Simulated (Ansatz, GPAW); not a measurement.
# A 13-layer slab of Nb(111): work function by functional and basis, part 2 of 4

How far do functional and basis move the work function of a 13-layer slab of Nb(111)?

GPAW 26.7.0 and Ansatz 0.2.0; Ansatz plane waves; slab in vacuum with a dipole correction, relaxation; PAW set soft_1 (the session's first sound run).

So far, upper work function (eV): step 2 (relaxing the atoms) 3.80.

## Step 3: Plane waves, PBE

The work function is the vacuum plateau of the electrostatic potential less the Fermi level; a dipole layer lets the two faces have plateaus of their own.

This step: GPAW, PAW setups; slab in vacuum (GPAW 26.7.0).

Input file run.py:

```python
import json
import numpy as np
from ase import Atoms
from gpaw import GPAW, PW

slab = Atoms(
    ['Nb', 'Nb', 'Nb', 'Nb', 'Nb', 'Nb', 'Nb', 'Nb', 'Nb', 'Nb', 'Nb', 'Nb', 'Nb'],
    positions=[
        [0.00000, 0.00000, 7.00000],
        [2.33345, 1.34722, 7.95263],
        [4.66690, 2.69444, 8.90526],
        [0.00000, 0.00000, 9.85788],
        [2.33345, 1.34722, 10.81051],
        [4.66690, 2.69444, 11.76314],
        [0.00000, 0.00000, 12.73963],
        [2.33345, 1.34722, 13.68274],
        [4.66690, 2.69444, 14.64156],
        [-0.00000, -0.00000, 15.54763],
        [2.33345, 1.34722, 16.62646],
        [4.66690, 2.69444, 17.44689],
        [-0.00000, -0.00000, 18.13476]],
    cell=[[4.6669, 0.0, 0.0], [2.33345, 4.04166, 0.0], [0.0, 0.0, 25.43154]],
    pbc=[True, True, False])

slab.calc = GPAW(mode=PW(400), xc='PBE', kpts={'size': (8, 8, 1), 'gamma': True},
                 occupations={'name': 'fermi-dirac', 'width': 0.1}, nbands='160%',
                 convergence={'density': 1e-05}, maxiter=200,
                 poissonsolver={'dipolelayer': 'xy'},
                 symmetry={'tolerance': 1e-3}, txt='slab.txt')
result = {}
energy = slab.get_potential_energy()
fermi = slab.calc.get_fermi_level()
v = slab.calc.get_electrostatic_potential().mean((0, 1)) - fermi
n = slab.calc.get_pseudo_density().mean((0, 1))
L = slab.cell[2, 2]
z = np.arange(len(v)) * L / len(v)
low, high = slab.positions[:, 2].min(), slab.positions[:, 2].max()
below, above = np.interp([low - 4.8, high + 4.8], z, v)
slopes = [np.interp(x, z, np.gradient(v, z)) for x in (low - 4.8, high + 4.8)]
eps = np.array([[slab.calc.get_eigenvalues(k, s) for k in range(len(slab.calc.get_ibz_k_points()))]
                for s in range(slab.calc.get_number_of_spins())]) - fermi
top, bottom = eps[eps < 0].max(), eps[eps > 0].min()
dipole = slab.get_dipole_moment()[2]
print(f'energy {energy:.4f} eV, Fermi level {fermi:.4f} eV, dipole {dipole:.5f} e A')
print(f'potential 4.8 A off the faces, from the Fermi level: lower {below:.4f} eV, upper {above:.4f} eV')
print(f'slope of the potential there: lower {slopes[0]:.5f}, upper {slopes[1]:.5f} eV/A')
print(f'nearest levels on the mesh: {top:.4f} and {bottom:.4f} eV')
print('magnetic moment', round(slab.get_magnetic_moment(), 3))
result.update(energy=energy, fermi=fermi, dipole=dipole, below=below, above=above, slopes=slopes, edges=[top, bottom],
              z=z.tolist(), v=v.tolist(), n=n.tolist(), positions=slab.positions.tolist(),
              forces=slab.get_forces(apply_constraint=False).tolist(), moments=slab.get_magnetic_moments().tolist())
json.dump(result, open('result.json', 'w'))
```

Command:

```sh
$ OMP_NUM_THREADS=1 OPENBLAS_NUM_THREADS=1 python run.py
```

The program printed:

```text
energy -128.4607 eV, Fermi level 3.8199 eV, dipole -0.04233 e A
potential 4.8 A off the faces, from the Fermi level: lower 3.3957 eV, upper 3.8011 eV
slope of the potential there: lower -0.00160, upper 0.00157 eV/A
nearest levels on the mesh: -0.0025 and 0.0181 eV
magnetic moment 0.0
```

It took 30 min on 1 thread of Arm Neoverse N1, shared host; peak memory 0.53 GiB.

This step gave:

```yaml
dipole_along_the_normal: -0.04233 e·Å
levels_nearest_the_fermi_level_on_the_mesh: -0.002493, 0.01812 eV from the Fermi level
upper_work_function: 3.801 eV
lower_work_function: 3.396 eV
```

The electrostatic potential energy of an electron (without an applied field's), less the Fermi level, planar mean oscillates, so the rows of the table below give means over windows of 1 Å about each position, cut where the curve ends. Its maxima inside the range that stand out by 2 % of the span (Å: eV): 8.5: -10.8, 9.4: -10.9, 10.4: -10.8, 11.3: -10.8, 12.3: -10.5, 13.2: -10.9, 14.2: -10.8, 15.2: -11.3, 16.1: -9.15. Its minima: 7.9: -12.0, 8.9: -12.1, 9.9: -12.0, 10.8: -12.0, 11.8: -11.9, 12.7: -12.0, 13.7: -12.1, 14.6: -12.3, 15.5: -11.8, 17.6: -15.4.

Electrostatic potential energy of an electron (without an applied field's), less the Fermi level, planar mean against z; means over each step:

z (Å), electrostatic potential energy of an electron (without an applied field's), less the Fermi level, planar mean (eV) and a bar from the least value:
```
        0        3.5 #############################
        1        3.4 #############################
        2        3.4 #############################
        3        3.4 #############################
        4        3.4 #############################
        5        3.1 #############################
        6        0.5 ########################
        7       -9.0 ########
        8      -11.3 ####
        9      -11.4 ####
       10      -11.4 ####
       11      -11.4 ####
       12      -11.2 ####
       13      -11.4 ####
       14      -11.5 ####
       15      -11.8 ###
       16      -10.3 ######
       17      -13.5 
       18      -12.9 #
       19       -0.7 ######################
       20        3.3 #############################
       21        3.7 ##############################
       22        3.8 ##############################
       23        3.8 ##############################
       24        3.8 ##############################
       25        3.8 ##############################
```

The pseudo valence density, planar mean oscillates, so the rows of the table below give means over windows of 0.5 Å about each position, cut where the curve ends. Its maxima inside the range that stand out by 2 % of the span (Å: e/Å³): 6.99: 0.732, 8.05: 0.798, 8.90: 0.821, 9.96: 0.802, 10.81: 0.823, 11.66: 0.795, 12.72: 0.817, 13.78: 0.805, 14.62: 0.829, 15.47: 0.807, 16.74: 0.844, 17.38: 0.912. Its minima: 7.42: 0.598, 8.48: 0.636, 9.32: 0.629, 10.38: 0.631, 11.23: 0.629, 12.29: 0.610, 13.14: 0.642, 14.20: 0.626, 15.05: 0.662, 16.11: 0.542, 16.95: 0.775.

Table of pseudo valence density, planar mean by z; means over each step:

z (Å), pseudo valence density, planar mean (e/Å³) and a bar:
```
      2.5      0.000 
      3.0      0.000 
      3.5      0.000 
      4.0      0.001 
      4.5      0.003 
      5.0      0.007 
      5.5      0.022 #
      6.0      0.084 ###
      6.5      0.320 ###########
      7.0      0.667 #######################
      7.5      0.654 ######################
      8.0      0.759 ##########################
      8.5      0.688 #######################
      9.0      0.753 #########################
      9.5      0.691 #######################
     10.0      0.752 #########################
     10.5      0.706 ########################
     11.0      0.735 #########################
     11.5      0.712 ########################
     12.0      0.713 ########################
     12.5      0.713 ########################
     13.0      0.720 ########################
     13.5      0.743 #########################
     14.0      0.701 ########################
     14.5      0.752 #########################
     15.0      0.716 ########################
     15.5      0.757 ##########################
     16.0      0.612 #####################
     16.5      0.754 #########################
     17.0      0.810 ###########################
     17.5      0.888 ##############################
     18.0      0.828 ############################
     18.5      0.469 ################
     19.0      0.134 #####
     19.5      0.036 #
     20.0      0.012 
     20.5      0.004 
     21.0      0.001 
     21.5      0.000 
     22.0      0.000 
     22.5      0.000
```

Force by atom:

```
atom  x (eV/Å)  y (eV/Å)  z (eV/Å)  size
 Nb1      0.00      0.00      1.76  1.76
 Nb2      0.00      0.00      0.14  0.14
 Nb3      0.00      0.00     -1.19  1.19
 Nb4      0.00      0.00     -0.59  0.59
 Nb5      0.00      0.00     -0.32  0.32
 Nb6      0.00      0.00      0.27  0.27
 Nb7      0.00      0.00     -0.01  0.01
 Nb8      0.00      0.00      0.01  0.01
 Nb9      0.00      0.00      0.01  0.01
Nb10      0.00      0.00      0.00  0.00
Nb11      0.00      0.00     -0.01  0.01
Nb12      0.00      0.00     -0.03  0.03
Nb13      0.00      0.00     -0.04  0.04
```

The potential is flat to 0.002 eV/Å where it is read, so the vacuum is wide enough. The geometry is the other program's minimum; here the largest force on a free atom is 0.042 eV/Å.

## Step 4: Self-consistent run: xc = "RPBE"

The same geometry under RPBE, to see how far the functional moves the levels against the vacuum.

Changes to run.py since step 3:

```diff
@@ -24,3 +24,3 @@
 
-slab.calc = GPAW(mode=PW(400), xc='PBE', kpts={'size': (8, 8, 1), 'gamma': True},
+slab.calc = GPAW(mode=PW(400), xc='RPBE', kpts={'size': (8, 8, 1), 'gamma': True},
                  occupations={'name': 'fermi-dirac', 'width': 0.1}, nbands='160%',
```

The program printed:

```text
energy -122.0919 eV, Fermi level 3.9297 eV, dipole -0.04284 e A
potential 4.8 A off the faces, from the Fermi level: lower 3.2463 eV, upper 3.6565 eV
slope of the potential there: lower -0.00190, upper 0.00185 eV/A
nearest levels on the mesh: -0.0028 and 0.0175 eV
magnetic moment 0.0
```

The job ended after 29 min (1 thread; peak memory 0.53 GiB).

This step gave:

```yaml
dipole_along_the_normal: -0.04284 e·Å
levels_nearest_the_fermi_level_on_the_mesh: -0.002758, 0.01747 eV from the Fermi level
upper_work_function: 3.657 eV
lower_work_function: 3.246 eV
```

The electrostatic potential energy of an electron (without an applied field's), less the Fermi level, planar mean by z:

z (Å), electrostatic potential energy of an electron (without an applied field's), less the Fermi level, planar mean (eV) and a bar from the least value:
```
      0.0        3.5 ##############################
      0.5        3.2 #############################
      1.0        3.2 #############################
      1.5        3.2 #############################
      2.0        3.2 #############################
      2.5        3.2 #############################
      3.0        3.2 #############################
      3.5        3.2 #############################
      4.0        3.2 #############################
      4.5        3.1 #############################
      5.0        3.0 #############################
      5.5        2.4 ############################
      6.0        0.9 ##########################
      6.5       -3.9 ##################
      7.0      -10.4 ########
      7.5      -10.7 #######
      8.0      -12.0 #####
      8.5      -10.9 #######
      9.0      -12.0 #####
      9.5      -11.1 #######
     10.0      -11.8 ######
     10.5      -11.2 #######
     11.0      -11.7 ######
     11.5      -11.3 ######
     12.0      -11.3 ######
     12.5      -11.3 ######
     13.0      -11.4 ######
     13.5      -11.8 ######
     14.0      -11.2 #######
     14.5      -12.0 #####
     15.0      -11.6 ######
     15.5      -11.8 ######
     16.0       -9.3 ##########
     16.5      -11.7 ######
     17.0      -13.4 ###
     17.5      -15.4 
     18.0      -14.1 ##
     18.5       -6.9 #############
     19.0        0.0 ########################
     19.5        2.4 ############################
     20.0        3.2 #############################
     20.5        3.5 ##############################
     21.0        3.6 ##############################
     21.5        3.6 ##############################
     22.0        3.7 ##############################
     22.5        3.7 ##############################
     23.0        3.7 ##############################
     23.5        3.7 ##############################
     24.0        3.7 ##############################
     24.5        3.7 ##############################
     25.0        3.7 ##############################
```

The pseudo valence density, planar mean oscillates, so the rows of the table below give means over windows of 1 Å about each position, cut where the curve ends. Its maxima inside the range that stand out by 2 % of the span (Å: e/Å³): 7.0: 0.733, 8.1: 0.798, 8.9: 0.821, 10.0: 0.802, 10.8: 0.822, 11.7: 0.795, 12.7: 0.817, 13.8: 0.805, 14.6: 0.829, 15.5: 0.807, 16.7: 0.844, 17.4: 0.912. Its minima: 7.4: 0.598, 8.5: 0.636, 9.3: 0.629, 10.4: 0.632, 11.2: 0.629, 12.3: 0.610, 13.1: 0.642, 14.2: 0.626, 15.0: 0.662, 16.1: 0.542, 17.0: 0.776.

Table of pseudo valence density, planar mean by z; means over each step:

```
z (Å)  pseudo valence density, planar mean (e/Å³)
    2                                      1.7e-5
    3                                      1.4e-4
    4                                     0.00103
    5                                     0.00831
    6                                       0.105
    7                                       0.597
    8                                       0.714
    9                                       0.719
   10                                       0.724
   11                                       0.721
   12                                       0.710
   13                                       0.727
   14                                       0.725
   15                                       0.744
   16                                       0.669
   17                                       0.830
   18                                       0.785
   19                                       0.165
   20                                      0.0130
   21                                     0.00156
   22                                      1.9e-4
   23                                      2.2e-5
```

Force by atom:

```
atom  x (eV/Å)  y (eV/Å)  z (eV/Å)  size
 Nb1      0.00      0.00      1.53  1.53
 Nb2      0.00      0.00      0.06  0.06
 Nb3      0.00      0.00     -1.25  1.25
 Nb4      0.00      0.00     -0.59  0.59
 Nb5      0.00      0.00     -0.32  0.32
 Nb6      0.00      0.00      0.28  0.28
 Nb7      0.00      0.00     -0.02  0.02
 Nb8      0.00      0.00      0.01  0.01
 Nb9      0.00      0.00      0.01  0.01
Nb10      0.00      0.00     -0.04  0.04
Nb11      0.00      0.00      0.02  0.02
Nb12      0.00      0.00      0.08  0.08
Nb13      0.00      0.00      0.22  0.22
```

The upper face's work function is 3.657 eV, against 3.801 eV in the first plane-wave PBE run at this geometry.

## Step 5: OptPBE vdW: xc = "optPBE-vdW"

The same geometry under optPBE-vdW, to see how far the functional moves the levels against the vacuum (the van der Waals functionals take revPBE setups).

Changes to run.py since step 4:

```diff
@@ -24,3 +24,3 @@
 
-slab.calc = GPAW(mode=PW(400), xc='RPBE', kpts={'size': (8, 8, 1), 'gamma': True},
+slab.calc = GPAW(mode=PW(400), xc='optPBE-vdW', kpts={'size': (8, 8, 1), 'gamma': True},
                  occupations={'name': 'fermi-dirac', 'width': 0.1}, nbands='160%',
```

The program printed:

```text
energy -301.5102 eV, Fermi level 3.7203 eV, dipole -0.03906 e A
potential 4.8 A off the faces, from the Fermi level: lower 3.6419 eV, upper 4.0160 eV
slope of the potential there: lower -0.00308, upper 0.00279 eV/A
nearest levels on the mesh: -0.0098 and 0.0123 eV
magnetic moment 0.0
```

Wall time 29 min (1 thread); peak memory 0.85 GiB.

This step gave:

| Property | Result |
| --- | --- |
| dipole along the normal | -0.03906 e·Å |
| levels nearest the Fermi level on the mesh | -0.009786, 0.01226 eV from the Fermi level |
| upper work function | 4.016 eV |
| lower work function | 3.642 eV |

The electrostatic potential energy of an electron (without an applied field's), less the Fermi level, planar mean oscillates, so the rows of the table below give means over windows of 1 Å about each position, cut where the curve ends. Its maxima inside the range that stand out by 2 % of the span (Å: eV): 8.5: -10.8, 9.4: -10.9, 10.4: -10.8, 11.3: -10.8, 12.3: -10.5, 13.2: -10.9, 14.2: -10.8, 15.2: -11.3, 16.1: -9.17. Its minima: 7.9: -12.0, 8.9: -12.1, 9.9: -12.0, 10.8: -12.0, 11.8: -11.9, 12.7: -12.0, 13.7: -12.1, 14.6: -12.3, 15.5: -11.8, 17.6: -15.4.

The electrostatic potential energy of an electron (without an applied field's), less the Fermi level, planar mean by z; means over each step:

z (Å), electrostatic potential energy of an electron (without an applied field's), less the Fermi level, planar mean (eV) and a bar from the least value:
```
        0        3.7 #############################
        1        3.6 #############################
        2        3.6 #############################
        3        3.6 #############################
        4        3.6 #############################
        5        3.2 #############################
        6        0.5 ########################
        7       -9.0 ########
        8      -11.3 ####
        9      -11.4 ####
       10      -11.4 ####
       11      -11.4 ####
       12      -11.2 ####
       13      -11.4 ####
       14      -11.5 ###
       15      -11.8 ###
       16      -10.3 #####
       17      -13.5 
       18      -12.9 #
       19       -0.7 ######################
       20        3.4 #############################
       21        3.9 ##############################
       22        4.0 ##############################
       23        4.0 ##############################
       24        4.0 ##############################
       25        4.0 ##############################
```

The upper face's work function is 4.016 eV, against 3.801 eV in the first plane-wave PBE run at this geometry.

(Continued in part 3 of 4.)

[Logs are printed without paths, hosts, clocks, repeated set-up lines and the standing remarks that a program may print on its own settings, such as how far it seeks lower states.]

[Hosts, paths, dates, database ids (printed as entryN), source tags and the programs' standing remarks are cut or masked in the printed files.]
